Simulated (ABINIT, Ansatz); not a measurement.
**NaLiICl (P4/mmm): G0W0 with ABINIT, start to end**

How does a plane-wave GW calculation on NaLiICl (P4/mmm) run from the first input to the gap?

Calculated with ABINIT 10.8.3; LDA and many-body steps on it, plane waves.

Most raw output is cut from this account.

## 1. The starting structure

It takes space group P4/mmm (No. 123, tetragonal). The conventional cell has a = 4.092 Å, b = 4.092 Å, c = 6.215 Å, α = 90.00°, β = 90.00°, γ = 90.00°. Nearest to Na lie 4 Cl at 2.89 Å and 2 I at 3.11 Å. Nearest to Li lie 4 I at 2.89 Å. I has 4 Li at 2.89 Å and 2 Na at 3.11 Å nearest. Nearest to Cl lie 4 Na at 2.89 Å. Farther neighbours and most contacts between anions are not listed.

The cell and positions are those that the Materials Project relaxed with its own functionals (PBE, PBE+U or r2SCAN), kept fixed. Spin-orbit coupling is left out unless a step names it.

## 2. Ground state

This step: ABINIT 10.8.3; DFT, LDA, plane waves, norm-conserving pseudopotentials.

The ground-state density comes first.

Contents of run.abi:

```
acell 3*1.0 Angstrom
rprim 
  4.091636000000 0.000000000000 0.000000000000
  0.000000000000 4.091636000000 0.000000000000
  0.000000000000 0.000000000000 6.215344000000
ntypat 4
znucl 11 3 53 17
natom 4
typat 1 2 3 4
xred 
  0.500000000000 0.500000000000 0.500000000000
  0.000000000000 0.000000000000 0.000000000000
  0.500000000000 0.500000000000 0.000000000000
  0.000000000000 0.000000000000 0.500000000000
pp_dirpath "pseudos"
pseudos "Na.upf, Li.upf, I.upf, Cl.upf"
ecut 38
ngkpt 6 6 4
nshiftk 1
shiftk 0 0 0
kptopt 1
chksymbreak 0
nband 19
occopt 1
tolvrs 1e-10
nstep 60
prtwf 0
optforces 0
optstress 0
indata_prefix "in"
outdata_prefix "out"
tmpdata_prefix "tmp"
```

Started as:

```bash
$ OMP_NUM_THREADS=1 mpirun -n 4 abinit run.abi > log
```

Run time: 91 s. Hardware: 4 MPI ranks of Arm Neoverse N1, shared host; peak memory 0.43 GiB; 6 min of CPU time.

Numbers from this step:

```
total energy               : -2241.1268 eV
gap                        : 3.850 eV
k of the valence top       : 0.5, 0, 0.5
k of the conduction bottom : 0, 0, 0
least direct gap           : 4.142 eV
```

The gap is indirect, with the least direct gap 0.29 eV higher.

## 3. Bands along the symmetry lines

The cheap functional maps the bands first; the places of the edges decide which points the dearer methods must see.

Contents of run.abi:

```
acell 3*1.0 Angstrom
rprim 
  4.091636000000 0.000000000000 0.000000000000
  0.000000000000 4.091636000000 0.000000000000
  0.000000000000 0.000000000000 6.215344000000
ntypat 4
znucl 11 3 53 17
natom 4
typat 1 2 3 4
xred 
  0.500000000000 0.500000000000 0.500000000000
  0.000000000000 0.000000000000 0.000000000000
  0.500000000000 0.500000000000 0.000000000000
  0.000000000000 0.000000000000 0.500000000000
pp_dirpath "pseudos"
pseudos "Na.upf, Li.upf, I.upf, Cl.upf"
ecut 38
iscf -2
irdden 1
kptopt 0
nkpt 75
kpt 
  0.00000000 0.00000000 0.00000000
  0.00000000 0.06250000 0.00000000
  0.00000000 0.12500000 0.00000000
  0.00000000 0.18750000 0.00000000
  0.00000000 0.25000000 0.00000000
  0.00000000 0.31250000 0.00000000
  0.00000000 0.37500000 0.00000000
  0.00000000 0.43750000 0.00000000
  0.00000000 0.50000000 0.00000000
  0.06250000 0.50000000 0.00000000
  0.12500000 0.50000000 0.00000000
  0.18750000 0.50000000 0.00000000
  0.25000000 0.50000000 0.00000000
  0.31250000 0.50000000 0.00000000
  0.37500000 0.50000000 0.00000000
  0.43750000 0.50000000 0.00000000
  0.50000000 0.50000000 0.00000000
  0.43750000 0.43750000 0.00000000
  0.37500000 0.37500000 0.00000000
  0.31250000 0.31250000 0.00000000
  0.25000000 0.25000000 0.00000000
  0.18750000 0.18750000 0.00000000
  0.12500000 0.12500000 0.00000000
  0.06250000 0.06250000 0.00000000
  0.00000000 0.00000000 0.00000000
  0.00000000 0.00000000 0.06250000
  0.00000000 0.00000000 0.12500000
  0.00000000 0.00000000 0.18750000
  0.00000000 0.00000000 0.25000000
  0.00000000 0.00000000 0.31250000
  0.00000000 0.00000000 0.37500000
  0.00000000 0.00000000 0.43750000
  0.00000000 0.00000000 0.50000000
  0.00000000 0.06250000 0.50000000
  0.00000000 0.12500000 0.50000000
  0.00000000 0.18750000 0.50000000
  0.00000000 0.25000000 0.50000000
  0.00000000 0.31250000 0.50000000
  0.00000000 0.37500000 0.50000000
  0.00000000 0.43750000 0.50000000
  0.00000000 0.50000000 0.50000000
  0.06250000 0.50000000 0.50000000
  0.12500000 0.50000000 0.50000000
  0.18750000 0.50000000 0.50000000
  0.25000000 0.50000000 0.50000000
  0.31250000 0.50000000 0.50000000
  0.37500000 0.50000000 0.50000000
  0.43750000 0.50000000 0.50000000
  0.50000000 0.50000000 0.50000000
  0.43750000 0.43750000 0.50000000
  0.37500000 0.37500000 0.50000000
  0.31250000 0.31250000 0.50000000
  0.25000000 0.25000000 0.50000000
  0.18750000 0.18750000 0.50000000
  0.12500000 0.12500000 0.50000000
  0.06250000 0.06250000 0.50000000
  0.00000000 0.00000000 0.50000000
  0.00000000 0.50000000 0.00000000
  0.00000000 0.50000000 0.06250000
  0.00000000 0.50000000 0.12500000
  0.00000000 0.50000000 0.18750000
  0.00000000 0.50000000 0.25000000
  0.00000000 0.50000000 0.31250000
  0.00000000 0.50000000 0.37500000
  0.00000000 0.50000000 0.43750000
  0.00000000 0.50000000 0.50000000
  0.50000000 0.50000000 0.00000000
  0.50000000 0.50000000 0.06250000
  0.50000000 0.50000000 0.12500000
  0.50000000 0.50000000 0.18750000
  0.50000000 0.50000000 0.25000000
  0.50000000 0.50000000 0.31250000
  0.50000000 0.50000000 0.37500000
  0.50000000 0.50000000 0.43750000
  0.50000000 0.50000000 0.50000000
istwfk *1
nband 20
nbdbuf 2
tolwfr 1e-08
nstep 40
prtwf 0
prtvol 0
indata_prefix "in"
outdata_prefix "out"
tmpdata_prefix "tmp"
```

It took 93 s on 4 MPI ranks; peak memory 0.48 GiB.

Numbers from this step:

| Item | Value |
| --- | --- |
| gap | 3.850 eV |
| k of the valence top | 0, 0.5, 0.5 |
| k of the conduction bottom | 0, 0, 0 |
| least direct gap | 4.142 eV |

The gap is 3.850 eV, as in the run before at this level.

The electronic bands at the labelled points (eV, zero at the top of the highest filled band):

| point | band 10 | band 11 | band 12 | band 13 | band 14 | band 15 | band 16 | band 17 |
| --- | --- | --- | --- | --- | --- | --- | --- | --- |
| Γ | -1.13 | -0.31 | -0.29 | -0.29 | 3.85 | 5.25 | 6.19 | 8.81 |
| halfway | -1.40 | -1.03 | -0.55 | -0.17 | 4.94 | 5.73 | 7.12 | 7.71 |
| X | -1.49 | -1.15 | -0.93 | 0.00 | 5.72 | 6.33 | 6.94 | 7.03 |
| halfway | -1.38 | -1.24 | -1.11 | -0.96 | 5.38 | 6.25 | 6.37 | 7.16 |
| M | -1.42 | -1.42 | -1.26 | -0.75 | 4.58 | 5.78 | 6.09 | 6.09 |
| halfway | -1.65 | -1.35 | -0.99 | -0.65 | 5.68 | 6.50 | 7.12 | 7.23 |
| Γ | -1.13 | -0.31 | -0.29 | -0.29 | 3.85 | 5.25 | 6.19 | 8.81 |
| halfway | -1.07 | -0.78 | -0.38 | -0.38 | 4.56 | 5.50 | 6.35 | 8.09 |
| Z | -0.99 | -0.99 | -0.48 | -0.48 | 5.48 | 5.92 | 6.59 | 7.41 |
| halfway | -0.96 | -0.84 | -0.83 | -0.26 | 5.51 | 5.57 | 7.36 | 7.58 |
| R | -0.93 | -0.83 | -0.57 | 0.00 | 4.59 | 5.32 | 6.72 | 7.41 |
| halfway | -1.41 | -1.35 | -1.01 | -0.68 | 5.38 | 5.90 | 7.19 | 7.81 |
| A | -1.82 | -1.82 | -1.29 | -0.95 | 5.40 | 7.01 | 7.24 | 7.24 |
| halfway | -1.54 | -1.44 | -0.68 | -0.68 | 5.73 | 6.44 | 7.33 | 7.64 |
| Z | -0.99 | -0.99 | -0.48 | -0.48 | 5.48 | 5.92 | 6.59 | 7.41 |
| jump to X | -1.49 | -1.15 | -0.93 | 0.00 | 5.72 | 6.33 | 6.94 | 7.03 |
| halfway | -1.13 | -0.93 | -0.82 | 0.00 | 5.20 | 5.53 | 6.82 | 7.14 |
| R | -0.93 | -0.83 | -0.57 | 0.00 | 4.59 | 5.32 | 6.72 | 7.41 |
| jump to M | -1.42 | -1.42 | -1.26 | -0.75 | 4.58 | 5.78 | 6.09 | 6.09 |
| halfway | -1.59 | -1.59 | -1.28 | -0.85 | 4.90 | 6.40 | 6.55 | 6.55 |
| A | -1.82 | -1.82 | -1.29 | -0.95 | 5.40 | 7.01 | 7.24 | 7.24 |

## 4. Empty states on the mesh, 2×2×2 mesh, 70 bands

The sums over transitions need many empty states on a uniform mesh; this step solves for them.

Contents of run.abi:

```
acell 3*1.0 Angstrom
rprim 
  4.091636000000 0.000000000000 0.000000000000
  0.000000000000 4.091636000000 0.000000000000
  0.000000000000 0.000000000000 6.215344000000
ntypat 4
znucl 11 3 53 17
natom 4
typat 1 2 3 4
xred 
  0.500000000000 0.500000000000 0.500000000000
  0.000000000000 0.000000000000 0.000000000000
  0.500000000000 0.500000000000 0.000000000000
  0.000000000000 0.000000000000 0.500000000000
pp_dirpath "pseudos"
pseudos "Na.upf, Li.upf, I.upf, Cl.upf"
ecut 38
ngkpt 2 2 2
nshiftk 1
shiftk 0 0 0
kptopt 1
chksymbreak 0
iscf -2
irdden 1
istwfk *1
nband 70
nbdbuf 6
tolwfr 1e-09
nstep 60
prtvol 0
indata_prefix "in"
outdata_prefix "out"
tmpdata_prefix "tmp"
```

Elapsed: 61 s, on 4 MPI ranks; peak memory 0.35 GiB; 4 min of CPU time.

This step gave:

```
gap                                                           : 3.850 eV
k of the valence top                                          : 0.5, 0, 0.5
k of the conduction bottom                                    : 0, 0, 0
least direct gap                                              : 4.142 eV
k points computed                                             : 6
lowest point of the top converged band, above the valence top : 31.14 eV
```

On this mesh the gap is 3.850 eV.

## 5. Screening, 2×2×2 mesh, 64 bands, screening to 98 eV

The RPA dielectric matrix is built and inverted for each q.

This step: RPA screening on LDA, plane waves, norm-conserving pseudopotentials.

run.abi: that of step 4 with these lines changed.

```diff
@@ -22,10 +22,11 @@
 chksymbreak 0
-iscf -2
-irdden 1
 istwfk *1
-nband 70
-nbdbuf 6
-tolwfr 1e-09
-nstep 60
-prtvol 0
+occopt 1
+irdwfk 1
+optdriver 3
+nband 64
+ecuteps 3.6
+inclvkb 2
+awtr 1
+symchi 1
 indata_prefix "in"
```

It took 21 s on 4 MPI ranks; peak memory 0.9 GiB; 82 s of CPU time.

This step gave:

```yaml
eps_infinity_with_local_fields_on_this_mesh_along_the_program_s_q_direction: 3.890
the_same_without_local_fields: 4.617
plasma_frequency: 18.56 eV
plane_waves_in_the_screening_matrix: 231
```

Local fields lower ε∞ by 16 %. On a Γ-centred mesh this coarse the value itself is usually too large, while a short band sum pulls it down.

## 6. Self-energy, 2×2×2 mesh, 64 bands, screening to 98 eV

The self-energy is evaluated for the states that the input lists, and the levels follow from it, in one-shot runs by the linearised quasiparticle equation.

This step: G0W0 on LDA, plane waves, norm-conserving pseudopotentials.

run.abi: that of step 5 with these lines changed.

```diff
@@ -25,8 +25,17 @@
 irdwfk 1
-optdriver 3
+optdriver 4
 nband 64
+gwcalctyp 0
+ecutsigx 38
+symsigma 1
+nkptgw 2
+kptgw 
+  0.5000000000 0.0000000000 0.5000000000
+  0.0000000000 0.0000000000 0.0000000000
+bdgw 
+  12 15
+  12 15
 ecuteps 3.6
-inclvkb 2
-awtr 1
-symchi 1
+irdscr 1
+ppmodel 1
 indata_prefix "in"
```

The job ended after 11 s (4 MPI ranks; peak memory 0.8 GiB; 46 s of CPU time).

This step gave:

| Property | Result |
| --- | --- |
| G0W0 gap on the points computed | 5.950 eV |
| starting gap on the mesh | 3.850 eV |
| k of the valence top | 0.5, 0, 0.5 |
| k of the conduction bottom | 0, 0, 0 |
| Z at the valence top | 0.813 |
| Z at the conduction bottom | 0.843 |
| least direct G0W0 gap on the computed points | 6.294 eV |

The gap on the mesh goes from 3.85 eV to 5.95 eV, a correction of +2.10 eV.

Limits: finite bands, cutoff and mesh; no spin-orbit coupling; coarse k mesh. v1 is the top filled band, c1 the lowest empty one. The levels before and after the correction (eV, zero at the valence-band top of each column):

|  | conduction bottom | valence top |
| --- | --- | --- |
| Kohn-Sham | 3.85 | 0.00 |
| G0W0 | 5.95 | 0.00 |

|  | level | energy (eV) |
| --- | --- | --- |
| Kohn-Sham | (0.5 0 0.5) v2 | -0.570 |
| Kohn-Sham | (0.5 0 0.5) v1 | 0.000 |
| Kohn-Sham | (0.5 0 0.5) c1 | 4.587 |
| Kohn-Sham | (0.5 0 0.5) c2 | 5.320 |
| Kohn-Sham | Γ v2-v1 | -0.292 |
| Kohn-Sham | Γ c1 | 3.850 |
| Kohn-Sham | Γ c2 | 5.251 |
| G0W0 | (0.5 0 0.5) v2 | -0.614 |
| G0W0 | (0.5 0 0.5) v1 | 0.000 |
| G0W0 | (0.5 0 0.5) c1 | 6.530 |
| G0W0 | (0.5 0 0.5) c2 | 7.486 |
| G0W0 | Γ v2-v1 | -0.344 |
| G0W0 | Γ c1 | 5.950 |
| G0W0 | Γ c2 | 7.465 |

## 7. Where the time went

Times are wall times on 4 MPI ranks of Arm Neoverse N1, shared host, good to a factor of about two.

| step | time | share | memory (GiB) |
| --- | --- | --- | --- |
| ground state | 91 s | 33 % | 0.43 |
| bands along the symmetry lines | 93 s | 34 % | 0.48 |
| empty states on the mesh | 61 s | 22 % | 0.35 |
| screening | 21 s | 7 % | 0.9 |
| self-energy | 11 s | 4 % | 0.8 |

## 8. Results

| Property | Result |
| --- | --- |
| LDA gap | 3.85 eV, indirect |
| G0W0 gap on the mesh | 5.95 eV |
| GW settings | 2×2×2 mesh, 64 bands, screening to 98 eV, Godby-Needs plasmon pole |
| known limits | not at the basis limit; no spin-orbit coupling; coarse k mesh |

G0W0 moves the gap on the mesh from 3.85 eV to 5.95 eV (+2.10 eV), with Z of 0.81 and 0.84 at the edges. Local fields lower the RPA ε∞ on this mesh from 4.62 to 3.89; a Γ-centred mesh this coarse tends to raise both, most where the direct gap is narrow, while a short band sum lowers them. Only 2 of the mesh's irreducible points were corrected, so a valley elsewhere could overtake. Bands and cutoff are finite, so the gap is not at the basis limit. The miss can reach some tenths of an eV and take either sign; the mesh is an error of its own. In the G0W0 run levels were corrected at 2 k points alone, so a gap called «on the mesh» is the least over those, and an edge elsewhere would be missed. The 2×2×2 mesh is coarse for this cell, which bears on the long-range parts of exchange and screening. The many-body steps are scalar-relativistic: spin-orbit coupling is not in them.

[Paths, hosts, dates, memory and timing lines, banners, echoed tables and standing remarks are left out of the program output.]

[Logs are printed without paths, hosts, clocks, repeated set-up lines and the standing remarks that a program may print on its own settings, such as how far it seeks lower states.]

[Runs of the session that timed out or met a known fault of the program may be left out.]

[Hosts, paths, dates, database ids (printed as entryN), source tags and the programs' standing remarks are cut or masked in the printed files.]

[G0W0 gaps are taken among the corrected bands and points alone; a level outside them can change the order at an edge.]

[Where Ansatz stands beside ABINIT at settings called matched, ABINIT's density can come from a denser mesh and the files from another edition; pairs whose starting gaps differed by over 0.03 eV were left out, so agreement reads better than it is.]
